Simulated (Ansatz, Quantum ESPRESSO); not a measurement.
## Na3HO (Pm-3m): third-order response

Which lines does Na3HO (Pm-3m) show in Raman and infrared spectra?

Calculated with Quantum ESPRESSO 8.0 development, patched; DFT LDA, scalar-relativistic, plane waves, PseudoDojo norm-conserving pseudopotentials.

Most raw output is cut from this account.

The structure was built from a prototype and need not be the compound's stable phase.

## Step 1: The starting structure

Symmetry: Pm-3m, No. 221, cubic system. The conventional cell has a = 4.598 Å, b = 4.598 Å, c = 4.598 Å, α = 90.00°, β = 90.00°, γ = 90.00°. H has 12 Na at 3.25 Å nearest. Nearest to O lie 6 Na at 2.30 Å. Nearest to Na lie 2 O at 2.30 Å. Farther neighbours and most contacts between anions are not listed.

## Step 2: A probe with smearing

Before anything dear is run, a loose run with smearing shows whether this is a metal and how far the cell is from rest.

Contents of probe.in:

```
&control
   calculation = 'scf'
   prefix = 'x'
   outdir = './tmp'
   pseudo_dir = './pseudo'
   tprnfor = .true.
   tstress = .true.
   verbosity = 'high'
/
&system
   ibrav = 0
   nat = 5
   ntyp = 3
   ecutwfc = 88.0
   occupations = 'smearing'
   smearing = 'gaussian'
   degauss = 0.01
/
&electrons
   conv_thr = 1.0d-07
   mixing_beta = 0.7
   electron_maxstep = 100
/
ATOMIC_SPECIES
 H       1.0080  H.upf
 O      15.9990  O.upf
 Na     22.9898  Na.upf
CELL_PARAMETERS angstrom
     4.598000000    0.000000000    0.000000000
     0.000000000    4.598000000    0.000000000
     0.000000000    0.000000000    4.598000000
ATOMIC_POSITIONS crystal
 H      0.000000000   0.000000000   0.000000000
 O      0.500000000   0.500000000   0.500000000
 Na     0.500000000   0.500000000   0.000000000
 Na     0.500000000   0.000000000   0.500000000
 Na     0.000000000   0.500000000   0.500000000
K_POINTS automatic
 4 4 4 0 0 0
```

The run is started by

```bash
OMP_NUM_THREADS=1 mpirun -n 4 pw.x -nk 4 -in probe.in > probe.out
```

Elapsed: 7.6 s, on 4 MPI ranks of Intel Xeon Platinum 8375C at 2.90GHz (Ice Lake), shared host; 30 s of CPU time.

Read from the output:

- volume per atom: 19.44 Å³
- pressure: -4.373 GPa
- gap on the k-mesh: 2.174 eV

A gap of 2.2 eV opens on this mesh, so the crystal is taken as an insulator; the start stands at -4.4 GPa.

## Step 3: Relaxing the cell and atoms

The relaxation runs at a cutoff a fifth above that of the response, since stress converges more slowly with the basis than frequencies do. Forces and stress are brought to rest with tight thresholds.

Contents of relax.in:

```
&control
   calculation = 'vc-relax'
   prefix = 'x'
   outdir = './tmp'
   pseudo_dir = './pseudo'
   tprnfor = .true.
   tstress = .true.
   forc_conv_thr = 2.0d-05
   etot_conv_thr = 1.0d-07
   nstep = 40
/
&system
   ibrav = 0
   nat = 5
   ntyp = 3
   ecutwfc = 106
   occupations = 'fixed'
   nbnd = 19
/
&electrons
   conv_thr = 1.0d-11
   mixing_beta = 0.7
   electron_maxstep = 100
/
&ions
/
&cell
   press_conv_thr = 0.2
/
ATOMIC_SPECIES
 H       1.0080  H.upf
 O      15.9990  O.upf
 Na     22.9898  Na.upf
CELL_PARAMETERS angstrom
     4.598000000    0.000000000    0.000000000
     0.000000000    4.598000000    0.000000000
     0.000000000    0.000000000    4.598000000
ATOMIC_POSITIONS crystal
 H      0.000000000   0.000000000   0.000000000
 O      0.500000000   0.500000000   0.500000000
 Na     0.500000000   0.500000000   0.000000000
 Na     0.500000000   0.000000000   0.500000000
 Na     0.000000000   0.500000000   0.500000000
K_POINTS automatic
 6 6 6 0 0 0
```

The run is started by

```bash
OMP_NUM_THREADS=1 mpirun -n 4 pw.x -nk 4 -in relax.in > relax.out
```

It took 1.8 min on 4 MPI ranks; 7 min of CPU time.

Relaxation path:

```tsv
step	energy less that of the first step (eV)	largest force (eV/Å)	pressure (GPa)	volume (Å³)
1	0.0000	0.0000	-4.37	97.21
2	-0.0561	0.0000	-3.98	95.06
3	-0.1280	0.0000	-3.28	91.89
4	-0.2049	0.0000	-1.99	87.28
5	-0.2373	0.0000	0.49	81.02
6	-0.2389	0.0000	-0.05	82.19
7	-0.2389	0.0000	0.00	82.08
8	-0.2389	0.0000	0.00	82.08
9	-0.2386	0.0000	0.00	82.08
```

```tsv
conventional cell, symmetrised	before	after	change
a (Å)	4.598	4.346	-5.5 %
b (Å)	4.598	4.346	-5.5 %
c (Å)	4.598	4.346	-5.5 %
volume (Å³/atom)	19.44	16.42	-15.6 %
```

The relaxed structure:

```cif
data_structure
_symmetry_space_group_name_H-M 'P 1'
_symmetry_Int_Tables_number 1
_cell_length_a 4.3460
_cell_length_b 4.3460
_cell_length_c 4.3460
_cell_angle_alpha 90.000
_cell_angle_beta 90.000
_cell_angle_gamma 90.000
_cell_volume 82.08
loop_
_atom_site_label
_atom_site_type_symbol
_atom_site_fract_x
_atom_site_fract_y
_atom_site_fract_z
_atom_site_occupancy
H1 H 0.00000 0.00000 0.00000 1
O2 O 0.50000 0.50000 0.50000 1
Na3 Na 0.50000 0.50000 0.00000 1
Na4 Na 0.50000 0.00000 0.50000 1
Na5 Na 0.00000 0.50000 0.50000 1
```

The last row of the table of steps is pw.x's closing run on a basis chosen anew for the final cell, so its energy can jump.

This step gave:

```
volume per atom   : 16.42 Å³
pressure          : 0.004 GPa
gap on the k-mesh : 2.479 eV
```

The volume changes by -15.6 % from the cell with which this run began.

## Step 4: Self-consistent run for the response

Perturbation theory inherits every error of the wavefunctions, so the threshold is set near the limit of the arithmetic. With a gap, occupations are fixed, which also allows the response to an electric field.

Contents of scf.in:

```
&control
   calculation = 'scf'
   prefix = 'x'
   outdir = './tmp'
   pseudo_dir = './pseudo'
   tprnfor = .true.
   tstress = .true.
/
&system
   ibrav = 0
   nat = 5
   ntyp = 3
   ecutwfc = 88.0
   occupations = 'fixed'
   nbnd = 19
/
&electrons
   conv_thr = 1.0d-12
   mixing_beta = 0.7
   electron_maxstep = 100
/
ATOMIC_SPECIES
 H       1.0080  H.upf
 O      15.9990  O.upf
 Na     22.9898  Na.upf
CELL_PARAMETERS angstrom
     4.345962674    0.000000000    0.000000000
     0.000000000    4.345962674    0.000000000
     0.000000000    0.000000000    4.345962674
ATOMIC_POSITIONS crystal
 H      0.000000000   0.000000000   0.000000000
 O      0.500000000   0.500000000   0.500000000
 Na     0.500000000   0.500000000   0.000000000
 Na     0.500000000   0.000000000   0.500000000
 Na     0.000000000   0.500000000   0.500000000
K_POINTS automatic
 6 6 6 0 0 0
```

The run is started by

```bash
OMP_NUM_THREADS=1 mpirun -n 4 pw.x -nk 4 -in scf.in > scf.out
```

It took 12 s on 4 MPI ranks; 46 s of CPU time.

Read from the output:

| Item | Value |
| --- | --- |
| pressure | 0.001 GPa |

The cell stands at 0.001 GPa, close enough for phonons.

## Step 5: Zone-centre response

At q = 0 one unit cell holds all displacements; symmetry groups them into irreducible representations that are solved one by one. The response to a field gives ε∞ and the Born charges, which polar modes need. Third-order response adds the Raman tensors.

Contents of ph.in:

```
phonons
&inputph
   prefix = 'x'
   outdir = './tmp'
   fildyn = 'g.dyn'
   tr2_ph = 1.0d-18
   epsil = .true.
   lraman = .true.
   elop = .true.
/
0.000000000000 0.000000000000 0.000000000000
```

The run is started by

```bash
OMP_NUM_THREADS=1 mpirun -n 4 ph.x -nk 4 -in ph.in > ph.out
```

Wall time 15 min (4 MPI ranks); 59 min of CPU time.

This step gave:

```
miss of the charge sum rule                                       : 9.40e-4 e
largest acoustic frequency at the zone centre before the sum rule : 19.9 cm⁻¹
highest optical zone-centre mode (no LO-TO term)                  : 464.5 cm⁻¹
lowest optical zone-centre mode                                   : -200.8 cm⁻¹
mean high-frequency dielectric constant                           : 3.342
largest Born charge in size (third of the trace)                  : 1.861 e
```

Born charge (rows field, columns displacement), before the sum rule (e), principal values of the symmetric part by kind of site:

```tsv
atom	atoms with these values	low	middle	high	mean
H1	1	-1.11	-1.11	-1.11	-1.11
O2	1	-1.86	-1.86	-1.86	-1.86
Na3	3	0.83	1.07	1.07	0.99
```

In full for Na3:

```
1.07 0.00 0.00
0.00 1.07 0.00
0.00 0.00 0.83
```

High-frequency dielectric tensor:

```
3.34 0.00 0.00
0.00 3.34 0.00
0.00 0.00 3.34
```

The acoustic modes at Γ come out as far as 19.9 cm⁻¹ from zero, where they should vanish, a sizeable error of basis and grid; the Born charges miss their sum rule by 9.4e-4 e, which is good. The lowest optical mode is imaginary, 201i cm⁻¹, an instability at this level and on this k mesh.

## Step 6: Modes with the sum rule

A rigid shift of the crystal must cost nothing, but grids and finite bases break this; the acoustic sum rule is imposed before the matrix is diagonalised again. With Born charges the intensities follow; a static dielectric tensor has no meaning with imaginary modes.

Contents of dynmat.in:

```
&input
   fildyn = 'g.dyn'
   asr = 'simple'
   fileig = 'dynmat.eig'
   lperm = .true.
/
```

The run is started by

```bash
dynmat.x -in dynmat.in > dynmat.out
```

It took 0.57 s on 1 thread.

Numbers from this step:

- highest optical zone-centre mode (no LO-TO term): 464.3 cm⁻¹
- lowest optical zone-centre mode: -201.1 cm⁻¹

Unit eigenvectors of the mass-weighted matrix after the sum rule; no LO-TO term. Modes at Γ, with each element's share of the kinetic energy (negative means imaginary):

```tsv
mode	frequency (cm⁻¹)	H %	O %	Na %
1	-201.1	59	11	30
2	-201.1	59	11	30
3	-201.1	59	11	30
4	0.0	1	19	80
5	0.0	1	19	80
6	0.0	1	19	80
7	62.0	0	0	100
8	62.0	0	0	100
9	62.0	0	0	100
10	315.8	38	11	51
11	315.8	38	11	51
12	315.8	38	11	51
13	464.3	2	60	39
14	464.3	2	60	39
15	464.3	2	60	39
```

Displacements in mode 3 (-201.1 cm⁻¹), the largest set to 1:
```
H1  -0.38 -0.09  1.00
O2  -0.04 -0.01  0.11
Na3  0.04  0.01  0.07
Na4  0.04 -0.01 -0.09
Na5 -0.03  0.01 -0.09
```

Displacements in mode 8 (62.0 cm⁻¹), the largest set to 1:
```
H1   0.00  0.00  0.00
O2   0.00  0.00  0.00
Na3  0.03  0.52  0.00
Na4 -0.03  0.00  1.00
Na5  0.00 -0.52 -1.00
```

Degenerate modes summed, no LO-TO term; imaginary modes left out. Infrared lines, with heights relative to the strongest:

```tsv
position (cm⁻¹)	lines merged	IR intensity, relative
62	3	0.0
316	3	100
464	3	47
```

The rule also moves an optical mode by 3.8 cm⁻¹.

## Step 7: Sum rules set otherwise (asr crystal)

The rule can be imposed in more than one way; the choices should agree where the raw error is small.

Contents of dynmat.in:

```
&input
   fildyn = 'g.dyn'
   asr = 'crystal'
   fileig = 'dynmat.eig'
   lperm = .true.
/
```

The run is started by

```bash
dynmat.x -in dynmat.in > dynmat.out
```

Wall time 0.56 s (1 thread).

Numbers from this step:

* highest optical zone-centre mode (no LO-TO term): 464.4 cm⁻¹
* lowest optical zone-centre mode: -198.1 cm⁻¹

Zone-centre frequencies as printed; negative means imaginary. Modes:

```tsv
mode	frequency (cm⁻¹)
1	-198.1
2	-198.1
3	-198.1
4	0
5	0
6	0
7	65.75
8	65.75
9	65.75
10	316.8
11	316.8
12	316.8
13	464.4
14	464.4
15	464.4
```

Against the first rule no mode moves by more than 3.9 cm⁻¹.

## Step 8: Sum rules set otherwise (asr no)

Without the rule the raw error of the acoustic modes shows.

Contents of dynmat.in:

```
&input
   fildyn = 'g.dyn'
   asr = 'no'
   fileig = 'dynmat.eig'
   lperm = .true.
/
```

The run is started by

```bash
dynmat.x -in dynmat.in > dynmat.out
```

Wall time 0.57 s (1 thread).

Numbers from this step:

```
highest optical zone-centre mode (no LO-TO term) : 464.5 cm⁻¹
lowest optical zone-centre mode                  : -200.8 cm⁻¹
```

Zone-centre frequencies as printed; negative means imaginary. Modes:

```tsv
mode	frequency (cm⁻¹)
1	-200.8
2	-200.8
3	-200.8
4	19.9
5	19.9
6	19.9
7	65.75
8	65.75
9	65.75
10	316.2
11	316.2
12	316.2
13	464.5
14	464.5
15	464.5
```

Against the first rule no mode moves by more than 20.0 cm⁻¹.

## Step 9: Modes along a direction of q (1 0 0)

A longitudinal polar mode sets up a macroscopic field that stiffens it; the term hangs on the direction from which q goes to zero.

Contents of dynmat.in:

```
&input
   fildyn = 'g.dyn'
   asr = 'simple'
   fileig = 'dynmat.eig'
   q(1) = 1.0
   q(2) = 0.0
   q(3) = 0.0
/
```

The run is started by

```bash
dynmat.x -in dynmat.in > dynmat.out
```

Elapsed: 0.57 s, on 1 thread.

Read from the output:

| Quantity | Value |
| --- | --- |
| highest mode moved by the LO-TO term | 562.8 cm⁻¹ |

Zone-centre frequencies as printed; negative means imaginary. Modes:

```tsv
mode	frequency (cm⁻¹)
1	-201.1
2	-201.1
3	0
4	0
5	0
6	61.95
7	61.95
8	61.95
9	247.5
10	315.8
11	315.8
12	423.2
13	464.3
14	464.3
15	562.8
```

The field moves 3 modes; the highest of them now lies at 563 cm⁻¹, where the highest that moved away lay at 464.

## Step 10: A second program

A second program on the same cell, potentials, cutoff and meshes tests the implementation of the phonon response, not its convergence. Its field response is summed in its own way. Its k mesh is centred on Γ.

This step: DFT LDA, scalar-relativistic, plane waves, PseudoDojo norm-conserving pseudopotentials (Ansatz 0.2.0).

Contents of input.yaml:

```yaml
crystal:
  lattice:
    - [4.345962674, 0.0, 0.0]
    - [0.0, 4.345962674, 0.0]
    - [0.0, 0.0, 4.345962674]
  atoms:
    - { symbol: H, position: [0.0, 0.0, 0.0] }
    - { symbol: O, position: [0.5, 0.5, 0.5] }
    - { symbol: Na, position: [0.5, 0.5, 0.0] }
    - { symbol: Na, position: [0.5, 0.0, 0.5] }
    - { symbol: Na, position: [0.0, 0.5, 0.5] }
kpoints:
  mp_grid: { grid: [6, 6, 6] }
hamiltonian:
  xc: lda
  pseudopotentials: { kind: nc, accuracy: standard }
scf:
  occupations: { method: fixed }
output:
  eigenvalues: true
basis:
  ecutwfc: 1197.301
phonons:
  method: dfpt
  dielectric: true
  rigid_motions: translations
  raman: true
```

The run is started by

```bash
ansatz run input.yaml --threads 4 --pin off --max-ram 16384MiB --backend cpu --events-out ev --progress --plain --runs-dir out
```

Wall time 2.7 min (4 threads); peak memory 2.2 GiB; 10 min of CPU time.

This step gave:

- sum-rule residual before enforcement: 1.09e-4 eV/Å²
- miss of the charge sum rule: 0.002512 e
- estimated error of the dielectric tensor: 0.007556
- estimated error of the Born charges: 0.01077 e
- highest optical zone-centre mode (no LO-TO term): 464.3 cm⁻¹
- lowest optical zone-centre mode: -201.1 cm⁻¹
- mean high-frequency dielectric constant: 3.337
- largest Born charge in size (third of the trace): 1.862 e
- highest mode moved by the LO-TO term: 563.0 cm⁻¹

Transverse modes; imaginary modes left out. Lines of the infrared spectrum (strongest = 100):

```tsv
position (cm⁻¹)	label	IR intensity ((D/Å)²/amu), degenerate modes summed, relative
62	T2u	0.0
316	T1u	100
464	T1u	47
```

## Step 11: Side by side: QE PseudoDojo and Ansatz, PseudoDojo

Numbers from this step:

- root-mean-square difference: 0.03 cm⁻¹
- largest difference: 0.05 cm⁻¹

The two runs side by side. Further quantities:

```tsv
quantity	QE PseudoDojo	Ansatz, PseudoDojo
mean ε∞	3.342	3.337
largest Born charge in size (e; the first before, the second after the charge sum rule)	1.862	1.862
summed IR intensity ((D/Å)²/amu)	108.9	108.9
```

At the zone centre the largest difference (acoustic modes at Γ apart) is 0.01 % of the highest mode.

## Step 12: Outcome

```json
{"space group after relaxation": "Pm-3m", "volume per atom": "16.4 Å³", "gap on the k-mesh": "2.48 eV", "highest optical zone-centre mode (no LO-TO term)": "464.3 cm⁻¹", "lowest optical zone-centre mode": "-201.1 cm⁻¹", "highest mode moved by the LO-TO term": "562.8 cm⁻¹", "mean high-frequency dielectric constant": "3.34", "largest Born charge in size (third of the trace)": "1.86 e", "imaginary optical modes at the zone centre (no q mesh in this session)": "yes", "largest difference from Ansatz, PseudoDojo": "0.05 cm⁻¹"}
```

**Reading.** No mode is Raman active in this structure; the strongest infrared line lies at 316 cm⁻¹. At the LDA level the optical modes of Na3HO (Pm-3m) at the zone centre (no LO-TO term) run from 201i to 464 cm⁻¹, so the structure is a saddle point, with 3 modes beyond 10i cm⁻¹ there. Along the directions run, the highest mode that the macroscopic field moves lies at 563 cm⁻¹. Of the 12 optical modes, 9 are infrared active alone and 3 are silent. QE PseudoDojo and Ansatz, PseudoDojo agree to 0.05 cm⁻¹ (0.01 % of the highest mode compared) on all solved modes but the acoustic ones at Γ, without the LO-TO term. These are harmonic frequencies at zero temperature: anharmonic shifts and linewidths and thermal expansion are left out. The build is a development version in which the Raman tensors of release 7.5 are mended; dynmat.x leaves out the electro-optic term of LO lines. The structure is a hypothetical one, built on a prototype.

[Host names and launcher messages were left out of these logs when they were recorded.]

[Logs are printed without paths, hosts, clocks, repeated set-up lines and the standing remarks that a program may print on its own settings, such as how far it seeks lower states.]

[Hosts, paths, dates, database ids (printed as entryN), source tags and the programs' standing remarks are cut or masked in the printed files.]
